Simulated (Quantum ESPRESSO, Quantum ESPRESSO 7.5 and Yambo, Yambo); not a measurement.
**Quasiparticle gap of ZrS2 (1T monolayer) in Yambo**

Aim: the G0W0 gap of ZrS2 (1T monolayer) on PBE, step by step.

Calculated with Quantum ESPRESSO 7.5 and Yambo 5.3.0; PBE and many-body steps on it, plane waves.

Most raw output is cut from this account.

**1. The structure**

The cell holds 3 atoms: 1 Zr and 2 S. Its edges and angles: a = 3.686 Å, b = 3.686 Å, c = 16.000 Å, α = 90.0°, β = 90.0°, γ = 120.0°. Vacuum lies along c.

The structure was relaxed with PBE. The runs that relaxed it are not among those shown.

**2. Ground state**

This step: Quantum ESPRESSO 7.5; DFT, PBE, plane waves, norm-conserving pseudopotentials.

The ground-state density comes first.

pw.in

```
&control
  calculation = 'scf'
  prefix = 'x'
  outdir = 'o'
  pseudo_dir = 'pseudo'
/
&system
  ibrav = 0
  nat = 3
  ntyp = 2
  ecutwfc = 58.0
  nbnd = 17
  force_symmorphic = .true.
/
&electrons
  conv_thr = 1e-10
  electron_maxstep = 80
  mixing_beta = 0.5
/
ATOMIC_SPECIES
  Zr 91.224 Zr.upf
  S 32.06 S.upf
CELL_PARAMETERS angstrom
  3.6856801499 0.0000000000 0.0000000000
  -1.8428400750 3.1918926401 0.0000000000
  0.0000000000 0.0000000000 16.0000000000
ATOMIC_POSITIONS crystal
  Zr 0.0000000000 0.0000000000 0.5000000000
  S 0.3333333333 0.6666666667 0.5905314995
  S 0.6666666667 0.3333333333 0.4094685005
K_POINTS automatic
  9 9 1 0 0 0
```

On the command line:

```console
> OMP_NUM_THREADS=1 mpirun -n 4 pw.x -nk 4 -in pw.in > pw.out
```

Elapsed: 12 s, on 4 MPI ranks of Arm Neoverse V1, shared host; peak memory 0.41 GiB.

This step gave:

```yaml
total_energy: -1982.7846 eV
gap: 1.217 eV
k_of_the_valence_top: 0, 0, 0
k_of_the_conduction_bottom: 0, 0.4444, 0
least_direct_gap: 1.688 eV
```

The gap is indirect, with the least direct gap 0.47 eV higher.

**3. Bands along the symmetry lines**

Levels along a band path, at the cheap level, show where the edges lie and whether the meshes to come will hold them.

pw.in

```
&control
  calculation = 'bands'
  prefix = 'x'
  outdir = 'o'
  pseudo_dir = 'pseudo'
/
&system
  ibrav = 0
  nat = 3
  ntyp = 2
  ecutwfc = 58.0
  nbnd = 18
  force_symmorphic = .true.
/
&electrons
  conv_thr = 1e-9
  electron_maxstep = 80
  diago_full_acc = .true.
  diago_thr_init = 5e-6
/
ATOMIC_SPECIES
  Zr 91.224 Zr.upf
  S 32.06 S.upf
CELL_PARAMETERS angstrom
  3.6856801499 0.0000000000 0.0000000000
  -1.8428400750 3.1918926401 0.0000000000
  0.0000000000 0.0000000000 16.0000000000
ATOMIC_POSITIONS crystal
  Zr 0.0000000000 0.0000000000 0.5000000000
  S 0.3333333333 0.6666666667 0.5905314995
  S 0.6666666667 0.3333333333 0.4094685005
K_POINTS crystal
  25
  0.00000000 0.00000000 0.00000000 1
  0.06250000 0.00000000 0.00000000 1
  0.12500000 0.00000000 0.00000000 1
  0.18750000 0.00000000 0.00000000 1
  0.25000000 0.00000000 0.00000000 1
  0.31250000 0.00000000 0.00000000 1
  0.37500000 0.00000000 0.00000000 1
  0.43750000 0.00000000 0.00000000 1
  0.50000000 0.00000000 0.00000000 1
  0.47916667 0.04166667 0.00000000 1
  0.45833333 0.08333333 0.00000000 1
  0.43750000 0.12500000 0.00000000 1
  0.41666666 0.16666666 0.00000000 1
  0.39583333 0.20833333 0.00000000 1
  0.37500000 0.25000000 0.00000000 1
  0.35416666 0.29166666 0.00000000 1
  0.33333333 0.33333333 0.00000000 1
  0.29166666 0.29166666 0.00000000 1
  0.25000000 0.25000000 0.00000000 1
  0.20833333 0.20833333 0.00000000 1
  0.16666666 0.16666666 0.00000000 1
  0.12500000 0.12500000 0.00000000 1
  0.08333333 0.08333333 0.00000000 1
  0.04166667 0.04166667 0.00000000 1
  0.00000000 0.00000000 0.00000000 1
```

Wall time 8.9 s (4 MPI ranks); peak memory 0.33 GiB.

This step gave:

```
gap                        : 1.195 eV
k of the valence top       : 0, 0, 0
k of the conduction bottom : 0.5, 0, 0
least direct gap           : 1.688 eV
```

The gap is 1.195 eV, −0.022 eV from the run before at this level.

The electronic bands at the labelled points (eV, zero at the top of the highest filled band):

```csv
point,band 9,band 10,band 11,band 12,band 13,band 14,band 15,band 16
Γ,-2.60,-0.78,0.00,0.00,1.69,1.69,2.63,5.22
halfway,-2.35,-2.19,-0.84,-0.41,1.54,2.83,3.24,4.57
M,-2.36,-2.17,-1.11,-0.93,1.20,3.36,3.64,5.57
halfway,-2.15,-2.06,-1.74,-1.18,1.86,3.30,3.36,5.07
K,-3.04,-1.76,-1.76,-1.51,2.38,3.16,3.16,5.30
halfway,-2.60,-1.91,-1.48,-0.45,2.12,2.39,3.51,4.58
Γ,-2.60,-0.78,0.00,0.00,1.69,1.69,2.63,5.22
```

**4. Empty states on the mesh, 6×6×1 mesh, 141 bands**

The sums over transitions need many empty states on a uniform mesh; this step solves for them.

pw.in

```
&control
  calculation = 'nscf'
  prefix = 'x'
  outdir = 'o'
  pseudo_dir = 'pseudo'
/
&system
  ibrav = 0
  nat = 3
  ntyp = 2
  ecutwfc = 58.0
  nbnd = 141
  force_symmorphic = .true.
/
&electrons
  conv_thr = 1e-9
  electron_maxstep = 80
  diago_full_acc = .true.
  diago_thr_init = 5e-6
/
ATOMIC_SPECIES
  Zr 91.224 Zr.upf
  S 32.06 S.upf
CELL_PARAMETERS angstrom
  3.6856801499 0.0000000000 0.0000000000
  -1.8428400750 3.1918926401 0.0000000000
  0.0000000000 0.0000000000 16.0000000000
ATOMIC_POSITIONS crystal
  Zr 0.0000000000 0.0000000000 0.5000000000
  S 0.3333333333 0.6666666667 0.5905314995
  S 0.6666666667 0.3333333333 0.4094685005
K_POINTS automatic
  6 6 1 0 0 0
```

The job ended after 30 s (4 MPI ranks; peak memory 0.71 GiB).

Numbers from this step:

```yaml
gap: 1.195 eV
k_of_the_valence_top: 0, 0, 0
k_of_the_conduction_bottom: 0, -0.5, 0
least_direct_gap: 1.688 eV
k_points_computed: 7
lowest_point_of_the_top_converged_band_above_the_valence_top: 43.49 eV
```

On this mesh the gap is 1.195 eV.

**5. Conversion and set-up**

This step: Yambo 5.3.0; conversion and set-up on PBE, plane waves, norm-conserving pseudopotentials.

The states are converted to the many-body program's format and the q mesh is built.

On the command line:

```console
> (cd o/x.save; p2y > p2y.log; mv SAVE ../..); yambo > setup.log
```

The job ended after 2.6 s (1 MPI rank; peak memory 0.25 GiB).

**6. Screening and self-energy, 6×6×1 mesh, 141 bands, screening to 142.9 eV**

Now the one-shot GW correction: screening in the RPA, then the self-energy of the levels asked for.

This step: G0W0 on PBE, plane waves, norm-conserving pseudopotentials.

gw1.in

```
HF_and_locXC
gw0
dyson
ppa
em1d
rim_cut
rim_w
RandQpts= 3000000
RandGvec= 100 RL
CUTGeo= "slab z"
RandGvecW= 9 RL
EXXRLvcs= 58 Ry
VXCRLvcs= 232 Ry
Chimod= "HARTREE"
% BndsRnXp
 1 | 141 |
%
NGsBlkXp= 10.5 Ry
% LongDrXp
 1 | 1 | 0 |
%
% GbndRnge
 1 | 141 |
%
DysSolver= "n"
ExtendOut
PPAPntXp= 27.21138 eV
% QPkrange
 1 | 7 | 7 | 15 |
%
```

On the command line:

```console
> OMP_NUM_THREADS=1 mpirun -n 4 yambo -F gw1.in -J gw1 -C gw1 > gw1.log
```

Run time: 28 min. Hardware: 4 MPI ranks; peak memory 2.2 GiB.

This step gave:

```
G0W0 gap on the mesh                         : 2.690 eV
starting gap on the mesh                     : 1.195 eV
k of the valence top                         : 0, 0, 0
k of the conduction bottom                   : 0, -0.5, 0
least direct G0W0 gap on the computed points : 3.382 eV
Z at the valence top                         : 0.7446
Z at the conduction bottom                   : 0.7565
```

The gap on the mesh goes from 1.20 eV to 2.69 eV, a correction of +1.49 eV. The start differs from the 1.22 eV found before because the two sample other k points.

Limits: finite bands, cutoff and mesh; no spin-orbit coupling. v1 is the top filled band, c1 the lowest empty one. Levels before and after the correction, in eV, zero at the valence-band top of each column:

|  | conduction bottom | valence top |
| --- | --- | --- |
| Kohn-Sham | 1.20 | 0.00 |
| G0W0 | 2.69 | 0.00 |

```csv
,level,energy (eV)
Kohn-Sham,Γ v4,-2.600
Kohn-Sham,Γ v3,-0.783
Kohn-Sham,Γ v2-v1,0.000
Kohn-Sham,Γ c1-c2,1.688
Kohn-Sham,Γ c3,2.629
Kohn-Sham,(0 -0.5 0) v4,-2.364
Kohn-Sham,(0 -0.5 0) v3,-2.170
Kohn-Sham,(0 -0.5 0) v2,-1.110
Kohn-Sham,(0 -0.5 0) v1,-0.926
Kohn-Sham,(0 -0.5 0) c1,1.195
Kohn-Sham,(0 -0.5 0) c2,3.358
Kohn-Sham,(0 -0.5 0) c3,3.638
G0W0,Γ v4,-2.537
G0W0,Γ v3,-0.939
G0W0,Γ v2-v1,0.000
G0W0,Γ c1-c2,3.382
G0W0,Γ c3,4.277
G0W0,(0 -0.5 0) v4,-2.335
G0W0,(0 -0.5 0) v3,-2.188
G0W0,(0 -0.5 0) v2,-1.252
G0W0,(0 -0.5 0) v1,-1.018
G0W0,(0 -0.5 0) c1,2.690
G0W0,(0 -0.5 0) c2,5.182
G0W0,(0 -0.5 0) c3,5.638
```

**7. Where the time went**

Times are wall times on the hardware named with each run, good to a factor of about two.

```
                          step    time  share  memory (GiB)
                  ground state    12 s    1 %          0.41
bands along the symmetry lines   8.9 s    1 %          0.33
      empty states on the mesh    30 s    2 %          0.71
         conversion and set-up   2.6 s    0 %          0.25
     screening and self-energy  28 min   97 %           2.2
```

**8. What came out**

* PBE gap: 1.20 eV, indirect
* G0W0 gap on the mesh: 2.69 eV
* GW settings: 6×6×1 mesh, 141 bands, screening to 142.9 eV, Godby-Needs plasmon pole
* known limits: not at the basis limit; no spin-orbit coupling

**Reading.** G0W0 moves the gap on the mesh from 1.20 eV to 2.69 eV (+1.49 eV), with Z of 0.74 and 0.76 at the edges. The dearest step here is «screening and self-energy». Bands and cutoff are finite, so the gap is not at the basis limit. The miss can reach some tenths of an eV and take either sign; the mesh is an error of its own. The many-body steps are scalar-relativistic: spin-orbit coupling is not in them.

[Paths, hosts, dates, memory and timing lines, banners, echoed tables and standing remarks are left out of the program output.]

[Logs are printed without paths, hosts, clocks, repeated set-up lines and the standing remarks that a program may print on its own settings, such as how far it seeks lower states.]

[Runs of the session that timed out or met a known fault of the program may be left out.]

[Hosts, paths, dates, database ids (printed as entryN), source tags and the programs' standing remarks are cut or masked in the printed files.]
